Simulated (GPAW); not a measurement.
# A 7-layer slab of Nb(110) in an electric field, part 2 of 2

Wanted: the out-of-plane polarisability of a 7-layer slab of Nb(110).

GPAW 26.7.0; GPAW, PAW setups; slab in vacuum, relaxation (the session's first sound run).

So far. Step 8 (In a field): The dipole is now 0.0796 e Å, against 0.0018 in the run without a field. Step 9 (Field on): The dipole is now 0.157 e Å, against 0.0018 in the run without a field.

## Step 10: Field on

Input file run.py:

```python
import json
import numpy as np
from ase import Atoms
from gpaw import GPAW, PW
from gpaw.external import ConstantElectricField

slab = Atoms(
    ['Nb', 'Nb', 'Nb', 'Nb', 'Nb', 'Nb', 'Nb'],
    positions=[
        [0.00000, 0.00000, 7.00000],
        [2.33345, 0.00000, 9.33345],
        [0.00000, 0.00000, 11.66690],
        [2.33345, 0.00000, 14.00448],
        [-0.00000, -0.00000, 16.34774],
        [2.33345, 0.00000, 18.70429],
        [-0.00000, -0.00000, 20.95182]],
    cell=[[2.33345, -1.65, 0.0], [2.33345, 1.65, 0.0], [0.0, 0.0, 28.00071]],
    pbc=[True, True, False])

slab.calc = GPAW(mode=PW(400), xc='PBE', kpts={'size': (12, 12, 1), 'gamma': True},
                 occupations={'name': 'fermi-dirac', 'width': 0.1}, nbands='160%',
                 convergence={'density': 1e-05}, maxiter=200,
                 poissonsolver={'dipolelayer': 'xy'},
                 external=ConstantElectricField(0.3, [0, 0, 1]),
                 symmetry={'tolerance': 1e-3}, txt='slab.txt')
result = {}
energy = slab.get_potential_energy()
fermi = slab.calc.get_fermi_level()
v = slab.calc.get_electrostatic_potential().mean((0, 1)) - fermi
n = slab.calc.get_pseudo_density().mean((0, 1))
L = slab.cell[2, 2]
z = np.arange(len(v)) * L / len(v)
low, high = slab.positions[:, 2].min(), slab.positions[:, 2].max()
below, above = np.interp([low - 4.8, high + 4.8], z, v)
slopes = [np.interp(x, z, np.gradient(v, z)) for x in (low - 4.8, high + 4.8)]
eps = np.array([[slab.calc.get_eigenvalues(k, s) for k in range(len(slab.calc.get_ibz_k_points()))]
                for s in range(slab.calc.get_number_of_spins())]) - fermi
top, bottom = eps[eps < 0].max(), eps[eps > 0].min()
dipole = slab.get_dipole_moment()[2]
print(f'energy {energy:.4f} eV, Fermi level {fermi:.4f} eV, dipole {dipole:.5f} e A')
print(f'potential 4.8 A off the faces, from the Fermi level: lower {below:.4f} eV, upper {above:.4f} eV')
print(f'slope of the potential there: lower {slopes[0]:.5f}, upper {slopes[1]:.5f} eV/A')
print(f'nearest levels on the mesh: {top:.4f} and {bottom:.4f} eV')
print('magnetic moment', round(slab.get_magnetic_moment(), 3))
result.update(energy=energy, fermi=fermi, dipole=dipole, below=below, above=above, slopes=slopes, edges=[top, bottom],
              z=z.tolist(), v=v.tolist(), n=n.tolist(), positions=slab.positions.tolist(),
              forces=slab.get_forces(apply_constraint=False).tolist(), moments=slab.get_magnetic_moments().tolist())
json.dump(result, open('result.json', 'w'))
```

Started as:

```
$ OMP_NUM_THREADS=1 OPENBLAS_NUM_THREADS=1 python run.py
```

The program printed:

```text
energy -70.4266 eV, Fermi level 4.9074 eV, dipole 0.23525 e A
potential 4.8 A off the faces, from the Fermi level: lower 7.3095 eV, upper 1.7823 eV
slope of the potential there: lower -0.00405, upper 0.00118 eV/A
nearest levels on the mesh: -0.0037 and 0.0031 eV
magnetic moment 0.0
```

Elapsed: 9.1 min, on 1 thread of Intel Xeon 6975P-C (Granite Rapids), shared host; peak memory 0.65 GiB.

The electrostatic potential energy of an electron (without an applied field's), less the Fermi level, planar mean oscillates, so the rows of the table below give means over windows of 2.33 Å about each position, cut where the curve ends. Its maxima inside the range that stand out by 2 % of the span (Å: eV): 1.3: 7.31, 8.2: 0.643, 10.5: -0.103, 12.9: -0.791, 15.1: -1.44, 17.5: -2.03, 19.8: -3.55. Its minima: 7.1: -22.9, 9.3: -23.6, 11.7: -24.1, 14.0: -25.0, 16.4: -25.6, 18.7: -26.3, 20.9: -27.3.

The electrostatic potential energy of an electron (without an applied field's), less the Fermi level, planar mean by z; means over each step:

z (Å), electrostatic potential energy of an electron (without an applied field's), less the Fermi level, planar mean (eV) and a bar from the least value:
```
     1.17        7.1 ##############################
     3.50        7.2 ##############################
     5.83       -1.7 #################
     8.16       -9.6 ######
    10.48      -10.3 #####
    12.82      -11.0 ####
    15.14      -11.6 ####
    17.48      -12.2 ###
    19.80      -14.2 
    22.13       -6.5 ###########
    24.46        1.7 ######################
    26.80        1.9 #######################
```

The dipole is now 0.235 e Å, against 0.0018 in the run without a field.

## Step 11: The series

The members are put on one axis.

This step: induced dipole against applied field (GPAW 26.7.0).

The dipole along the normal by field:

```tsv
field (V/Å)	dipole along the normal (e·Å)
-0.200	-0.154
-0.100	-0.0760
-0.050	-0.0372
0.000	0.00183
0.050	0.0407
0.100	0.0796
0.200	0.157
0.300	0.235
```

## Step 12: A changed run

One more run, with changed settings.

This step: GPAW, PAW setups; slab in vacuum (GPAW 26.7.0).

run.py: that of step 10 with these lines changed.

```diff
@@ -4,3 +4,2 @@
 from gpaw import GPAW, PW
-from gpaw.external import ConstantElectricField
 
@@ -21,5 +20,4 @@
                  occupations={'name': 'fermi-dirac', 'width': 0.1}, nbands='160%',
-                 convergence={'density': 1e-05}, maxiter=200,
+                 convergence={'density': 1e-05}, maxiter=50,
                  poissonsolver={'dipolelayer': 'xy'},
-                 external=ConstantElectricField(0.3, [0, 0, 1]),
                  symmetry={'tolerance': 1e-3}, txt='slab.txt')
@@ -33,4 +31,4 @@
 low, high = slab.positions[:, 2].min(), slab.positions[:, 2].max()
-below, above = np.interp([low - 4.8, high + 4.8], z, v)
-slopes = [np.interp(x, z, np.gradient(v, z)) for x in (low - 4.8, high + 4.8)]
+below, above = np.interp([low - 1.0, high + 1.0], z, v)
+slopes = [np.interp(x, z, np.gradient(v, z)) for x in (low - 1.0, high + 1.0)]
 eps = np.array([[slab.calc.get_eigenvalues(k, s) for k in range(len(slab.calc.get_ibz_k_points()))]
@@ -40,3 +38,3 @@
 print(f'energy {energy:.4f} eV, Fermi level {fermi:.4f} eV, dipole {dipole:.5f} e A')
-print(f'potential 4.8 A off the faces, from the Fermi level: lower {below:.4f} eV, upper {above:.4f} eV')
+print(f'potential 1.0 A off the faces, from the Fermi level: lower {below:.4f} eV, upper {above:.4f} eV')
 print(f'slope of the potential there: lower {slopes[0]:.5f}, upper {slopes[1]:.5f} eV/A')
```

The program printed:

```text
energy -70.3911 eV, Fermi level 4.9155 eV, dipole 0.00183 e A
potential 1.0 A off the faces, from the Fermi level: lower -1.5272 eV, upper -1.5597 eV
slope of the potential there: lower -13.13889, upper 13.15244 eV/A
nearest levels on the mesh: -0.0036 and 0.0022 eV
magnetic moment 0.0
```

It took 6.7 min on 1 thread; peak memory 0.41 GiB.

The run finished. A setting was moved off its sound value on purpose, so it serves as a test and not as the result.

The fault put into the input: the potential probed 1 A off the face (probe = 1.0).

## Step 13: What came out

| Quantity | Value |
| --- | --- |
| work function, upper and lower face | 4.500 and 4.542 eV |
| dipole along the normal | 0.00183 e Å |
| induced dipole per field | 0.778 e Å per V/Å |
| out-of-plane polarisability per area, α/(ε0 A) | 18.3 Å |

**Reading.** The field induces 0.778 e Å per V/Å, a polarisable thickness α/(ε0 A) of 18.3 Å beside 14.0 Å between the outermost nuclei. A perfect conductor would give the distance between its two image planes; a dielectric of thickness t gives t(1 - 1/ε). The measured value for this face is 4.63 eV (as compiled in "Anisotropic work function of elemental crystals", 2019, arxiv:1902.07811); the relaxed upper face lies 0.13 eV under it with PBE. Measured work functions scatter by a tenth of an eV or more between methods. The induced dipole is linear in the field over this range. The small printed dipole stands for a step of -43 meV from the lower to the upper face, and the probes find -43 meV; values this small are near the numerical noise of both. The in-plane lattice was kept as typed, which isn't the functional's own and leaves some strain; spin-orbit coupling and temperature are left out.

[Logs are printed without paths, hosts, clocks, repeated set-up lines and the standing remarks that a program may print on its own settings, such as how far it seeks lower states.]

[Hosts, paths, dates, database ids (printed as entryN), source tags and the programs' standing remarks are cut or masked in the printed files.]
